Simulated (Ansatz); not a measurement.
**What KMgCO3F (built on the sites of a database entry of KCdCO3F) distorts into**

Aim: this structure of KMgCO3F (built on the sites of a database entry of KCdCO3F) is to be tested for unstable modes, and one is followed downhill.

Main program and level: Ansatz 0.2.0; DFT PBEsol, scalar-relativistic, plane waves, norm-conserving pseudopotentials.

Most raw output is cut from this account.

The structure was built from a prototype and need not be the compound's stable phase.

## (1) Starting point

Symmetry: P-6m2, No. 187, hexagonal system. Conventional cell: a = 4.985 Å, b = 4.985 Å, c = 4.026 Å, α = 90.00°, β = 90.00°, γ = 120.00°. K has 6 O at 2.57 Å and 3 F at 2.88 Å nearest. Mg has 2 F at 2.01 Å and 6 O at 2.50 Å nearest. Nearest to C lie 3 O at 1.28 Å. Nearest to O lie 1 C at 1.28 Å and 2 Mg at 2.50 Å and 2 K at 2.57 Å. Nearest to F lie 2 Mg at 2.01 Å and 3 K at 2.88 Å. Farther neighbours and most contacts between anions are not listed.

## (2) The dispersion

The cell comes from relaxations at this level that are not shown. The mesh has a single point along some directions, so zone-edge points there are not solved. Linear response on a 1×1×2 q mesh gives force constants as far as a supercell of that size would, and the tensors from the zone-centre run are typed in so that the long-range dipole term is interpolated apart.

Contents of input.yaml:

```yaml
crystal:
  lattice:
    - [4.9848381654, 2.8145e-06, 0.0]
    - [-2.4924215201, 4.3169950777, 0.0]
    - [0.0, 0.0, 4.0263984133]
  atoms:
    - { symbol: K, position: [0.0, 0.0, 0.0] }
    - { symbol: Mg, position: [0.6666666667, 0.3333333333, 0.5] }
    - { symbol: C, position: [0.3333333333, 0.6666666667, 0.5] }
    - { symbol: O, position: [0.1848804023, 0.3697608046, 0.5] }
    - { symbol: O, position: [0.1848804023, 0.8151195977, 0.5] }
    - { symbol: O, position: [0.6302391954, 0.8151195977, 0.5] }
    - { symbol: F, position: [0.6666666667, 0.3333333333, 0.0] }
kpoints:
  mp_grid: { grid: [6, 6, 8] }
hamiltonian:
  xc: pbesol
  pseudopotentials: { kind: nc }
scf:
  occupations: { method: fixed }
output:
  eigenvalues: true
phonons:
  method: dfpt
  qmesh: [1, 1, 2]
  temperatures: { t_max: 1000, t_step: 50 }
  qpath:
    path:
      - [[0.0, 0.0, 0.0], [0.5, 0.0, 0.0], [0.33333333, 0.33333333, 0.0], [0.0, 0.0, 0.0], [0.0, 0.0, 0.5], [0.5, 0.0, 0.5], [0.33333333, 0.33333333, 0.5], [0.0, 0.0, 0.5]]
      - [[0.5, 0.0, 0.5], [0.5, 0.0, 0.0]]
      - [[0.33333333, 0.33333333, 0.5], [0.33333333, 0.33333333, 0.0]]
    npoints: 10
  non_analytic_term:
    high_frequency_dielectric_tensor: [[2.6303, 0.0, 0.0], [0.0, 2.6303, 0.0], [0.0, 0.0, 2.1857]]
    born_effective_charges:
      - { species: K, tensor: [[1.1319, 0.0, 0.0], [0.0, 1.1319, 0.0], [0.0, 0.0, 1.3659]] }
      - { species: Mg, tensor: [[2.3457, 0.0, 0.0], [0.0, 2.3457, 0.0], [0.0, 0.0, 2.0195]] }
      - { species: C, tensor: [[2.8826, 0.0, 0.0], [0.0, 2.8826, 0.0], [0.0, 0.0, 0.2082]] }
      - { species: O, tensor: [[-1.3031, 0.0, 0.0], [0.0, -2.2758, 0.0], [0.0, 0.0, -0.7358]] }
      - { species: O, tensor: [[-2.0326, 0.4212, 0.0], [0.4212, -1.5463, 0.0], [0.0, 0.0, -0.7358]] }
      - { species: O, tensor: [[-2.0326, -0.4212, 0.0], [-0.4212, -1.5463, 0.0], [0.0, 0.0, -0.7358]] }
      - { species: F, tensor: [[-0.9918, 0.0, 0.0], [0.0, -0.9918, 0.0], [0.0, 0.0, -1.3863]] }
    source: "zone-centre run at this cell"
```

Launch:

```sh
$ ansatz run input.yaml --threads 8 --pin off --max-ram 14336MiB --backend cpu --events-out ev --progress --plain --runs-dir out
```

Run time: 3.3 min. Hardware: 8 threads of Arm Neoverse V2, shared host; peak memory 2.9 GiB.

Numbers from this step:

```
gap on the k-mesh                                             : 3.667 eV
volume per atom                                               : 12.38 Å³
sum-rule residual before enforcement                          : 0.01116 eV/Å²
point group                                                   : -6m2
highest optical mode at the zone centre (no LO-TO term)       : 1500 cm⁻¹
lowest optical zone-centre mode                               : -268 cm⁻¹
lowest mode on the q mesh (acoustic modes at Γ apart)         : -268.2 cm⁻¹
highest frequency at a solved wavevector (no LO-TO term at Γ) : 1500 cm⁻¹
```

Frequencies (cm⁻¹) solved at each irreducible wavevector; negative means imaginary. Frequencies by wavevector, by row:

```
q in reciprocal lattice units  star  mode 1  mode 2  mode 3  mode 4  mode 19  mode 20  mode 21
                        0 0 0     1    -268    -124    -124       0     1115     1500     1500
                     0 0 -0.5     1  -268.2  -123.9  -123.9   102.5     1115     1494     1494
```

Symmetry leaves 2 wavevectors to solve. The lowest mode among them, the acoustic zeros apart, lies at q = (0, 0, -0.5) and is imaginary, 268.2i cm⁻¹, so the energy falls along it.

## (3) The mode frozen in, largest atomic shift 0 Å

The mode followed lies at Γ with frequency 268.0i cm⁻¹, one of the unstable modes though not the softest. At small amplitude the distorted cell has space group no. 174 by a symmetry search on the positions. The undistorted cell that holds it gives the zero of energy on the same k mesh.

input.yaml, the sections that differ from step 2:

```yaml
scf:
  occupations: { method: gaussian, width: 0.02 }
output:
  forces: true
  stress: true
  eigenvalues: true
# crystal, kpoints, hamiltonian: as in step 2
# phonons: removed
```

Wall time 4.3 s (8 threads); peak memory 0.85 GiB; 33 s of CPU time.

This step gave:

| Quantity | Value |
| --- | --- |
| pressure | 0.003821 GPa |
| energy from the undistorted cell | 0 meV/atom |

At this level the gap is 3.67 eV on the k-mesh of the self-consistent run, which can miss the band edges.

## (4) The mode frozen in, largest atomic shift 0.32 Å

The atoms are moved along the unstable eigenvector, the largest shift by 0.32 Å, with the cell fixed.

input.yaml, the sections that differ from step 3:

```yaml
crystal:
  lattice:
    - [4.9848381654, 2.8145e-06, 0.0]
    - [-2.4924215201, 4.3169950777, 0.0]
    - [0.0, 0.0, 4.0263984133]
  atoms:
    - { symbol: K, position: [0.0, 0.0, 0.0] }
    - { symbol: Mg, position: [0.6666666667, 0.3333333333, 0.5] }
    - { symbol: C, position: [0.3333333333, 0.6666666667, 0.5] }
    - { symbol: O, position: [0.2490750641, 0.3697608046, 0.5] }
    - { symbol: O, position: [0.1206857405, 0.7509249359, 0.5] }
    - { symbol: O, position: [0.6302391954, 0.8793142595, 0.5] }
    - { symbol: F, position: [0.6666666667, 0.3333333333, 0.0] }
# kpoints, hamiltonian, scf, output: as in step 3
```

The job ended after 5 s (8 threads; peak memory 0.89 GiB).

Numbers from this step:

```
pressure                         : -4.116 GPa
gap on the k-mesh                : 4.919 eV
energy from the undistorted cell : -47.67 meV/atom
```

The energy, extrapolated to zero smearing, is -47.67 meV/atom against the undistorted cell.

The run ends at a pressure of -4.12 GPa, with forces up to 2.2 eV/Å.

## (5) Energy along the mode, all amplitudes (two of the runs are shown above)

An imaginary frequency means negative curvature, so the energy should fall and then rise again as anharmonic terms take over.

This step gave:

| Quantity | Value |
| --- | --- |
| depth at the lowest point sampled | 47.67 meV/atom |
| largest atomic shift at that point | 0.32 Å |

The energy from the parent by largest atomic shift:

```
largest atomic shift (Å)  energy from the parent (meV/atom)
                   0.000                                  0
                   0.040                              -1.44
                   0.080                              -5.59
                   0.140                              -15.9
                   0.220                              -32.9
                   0.320                              -47.7
                   0.450                              -25.8
                   0.600                                113
```

Displacement at unit largest shift by atom:

```
atom  x (Å)  y (Å)  z (Å)  size
  K1   0.00   0.00   0.00  0.00
 Mg2   0.00   0.00   0.00  0.00
  C3   0.00   0.00   0.00  0.00
  O4   1.00   0.00   0.00  1.00
  O5  -0.50  -0.87   0.00  1.00
  O6  -0.50   0.87   0.00  1.00
  F7   0.00   0.00   0.00  0.00
```

The lowest of the steps tried is at 0.32 Å, 47.7 meV/atom below the parent; the bottom of the well need not coincide with a step.

## (6) Relaxation from the frozen mode

Starting from the lowest point found, all atoms and the cell are let go, so that strain and other modes of the same symmetry can join in.

Edit input.yaml of step 4 so:

```diff
@@ -19,3 +19,3 @@
 scf:
-  occupations: { method: gaussian, width: 0.02 }
+  occupations: { method: fixed }
 output:
@@ -24 +24,6 @@
   eigenvalues: true
+relax:
+  adjacent_minimum: "off"
+  f_tol: 0.002
+  max_steps: 120
+  cell: { stress_tol: 0.03 }
```

Run time: 58 s. Hardware: 8 threads; peak memory 1.1 GiB; 7.4 min of CPU time.

Relaxation path:

```
step  energy less that of the first step (eV)  largest force component (eV/Å)  pressure (GPa)  volume (Å³)
   1                                   0.0000                          2.2351           -4.12        86.65
   2                                  -0.2359                          0.8003           -2.94        89.71
   3                                  -0.3509                          0.6087            1.42        87.17
   4                                  -0.3827                          0.1423           -0.40        89.97
   5                                  -0.3865                          0.0389            0.06        90.29
   6                                  -0.3867                          0.0041           -0.04        90.42
   7                                  -0.3868                          0.0038            0.00        90.36
   8                                  -0.3868                          0.0001            0.00        90.35
  9*                                  -0.3890                          0.0011            0.07        90.35
  10                                  -0.3890                          0.0013            0.00        90.47
 11*                                  -0.3891                          0.0013            0.00        90.47
```

Relaxation steps marked * repeat the geometry before them on a plane-wave basis chosen anew for their cell, so energy and pressure can jump there.

The run keeps the 6 symmetry operations that it works with, so distortions that break them were not tested.

```
conventional cell, symmetrised  before  after  change
                         a (Å)   4.985  5.118  +2.7 %
                         b (Å)   4.985  5.118  +2.7 %
                         c (Å)   4.026  3.987  -1.0 %
              volume (Å³/atom)   12.38  12.92  +4.4 %
```

The atoms that moved most (Å, as changes of fractional coordinates times the final cell):

```
atom      dx      dy     dz  length
  O4   0.231   0.155  0.000   0.278
  O6  -0.250   0.123  0.000   0.278
  O5   0.019  -0.278  0.000   0.278
```

Numbers from this step:

| Item | Value |
| --- | --- |
| pressure | 0.002128 GPa |
| gap on the k-mesh | 5.064 eV |
| volume per atom | 12.92 Å³ |

The distorted start has space group P-6; the relaxation ends in P-6.

## (7) The new phase in its own primitive cell

The relaxed structure is symmetrised, reduced to its primitive cell and relaxed tightly, as its phonons need.

Contents of input.yaml:

```yaml
crystal:
  lattice:
    - [5.1184239082, 0.0, 0.0]
    - [-2.5592119541, 4.4326851318, 0.0]
    - [0.0, 0.0, 3.9874772617]
  atoms:
    - { symbol: K, position: [0.0, 0.0, 0.0] }
    - { symbol: Mg, position: [0.6666666667, 0.3333333333, 0.5] }
    - { symbol: C, position: [0.3333333333, 0.6666666667, 0.5] }
    - { symbol: O, position: [0.3117439144, 0.4047600345, 0.5] }
    - { symbol: O, position: [0.09301612, 0.6882560856, 0.5] }
    - { symbol: O, position: [0.5952399655, 0.90698388, 0.5] }
    - { symbol: F, position: [0.6666666667, 0.3333333333, 0.0] }
kpoints:
  mp_grid: { grid: [6, 6, 6] }
hamiltonian:
  xc: pbesol
  pseudopotentials: { kind: nc }
scf:
  occupations: { method: fixed }
output:
  forces: true
  stress: true
  eigenvalues: true
relax:
  adjacent_minimum: "off"
  f_tol: 0.001
  max_steps: 60
  cell: { stress_tol: 0.01 }
```

Run time: 15 s. Hardware: 8 threads; peak memory 0.99 GiB; 1.9 min of CPU time.

Little changed from the start: no atom moved by 0.005 Å and no cell edge by 0.1 %.

This step gave:

```
pressure           : 0.001007 GPa
gap on the k-mesh  : 5.063 eV
direct gap on mesh : 5.689 eV
```

The largest force component left is 0.45 meV/Å and the pressure is 0.001 GPa, within the tolerances set. The cell now holds 12.92 Å³/atom.

## (8) The phases reached

The phases reached along the modes that were followed are set side by side.

Energies are those of the first relaxation, on the mesh of the frozen mode; space group, volume and gap are those of the last relaxation. Phases, by row:

```
             mode frozen in  space group  energy from parent (meV/atom)  volume (Å³/atom)  gap on mesh (eV)  lowest zone-centre optical mode (cm⁻¹)  largest shift (Å)
                     parent        P-6m2                              0             12.38             3.667                                       –                  –
q = (0, 0, -0.5), 268i cm⁻¹        P-6c2                         -103.4             12.93             5.069                                       –              0.582
   q = (0, 0, 0), 268i cm⁻¹          P-6                         -103.3             12.92             5.063                                       –              0.581
```

## (9) Outcome

```json
{
  "unstable mode of the parent": "q = (0, 0, 0), 268i cm⁻¹",
  "depth at the lowest point sampled": "47.7 meV/atom",
  "largest atomic shift at that point": "0.32 Å",
  "space group reached (within 0.01 Å)": "P-6",
  "energy gained over the parent (first relaxation, on the mesh of the frozen mode)": "103 meV/atom",
  "volume per atom, phase reached": "12.9 Å³",
  "gap on the k-mesh, phase reached": "5.06 eV"
}
```

What this shows: Along this mode the structure falls into P-6, 103 meV/atom below the parent. At the parent's cell the well is 47.67 meV/atom deep on the steps tried, with its lowest point at a shift of 0.32 Å. Relaxing atoms and cell changes the gain by +55.58 meV/atom against the lowest step (energies at zero smearing). The modes of the phase reached were not computed on this path. Of the 2 patterns followed to their end from this parent, this one ends 0.0995 meV/atom above the lowest, P-6c2. Another end point lies within 1 meV/atom; how such a difference moves with mesh and cutoff was not tested. Each path keeps the symmetry of its pattern, so a lower phase may lie along a pattern not tried. The q mesh is too sparse to interpolate, so only the solved wavevectors are given. The program warns that the interpolation holds no quadrupole term, so branches close to Γ can be off in this crystal. The starting cell was built on a prototype and not taken from a measurement, so the phase need not exist.

[Logs are printed without paths, hosts, clocks, repeated set-up lines and the standing remarks that a program may print on its own settings, such as how far it seeks lower states.]

[Hosts, paths, dates, database ids (printed as entryN), source tags and the programs' standing remarks are cut or masked in the printed files.]
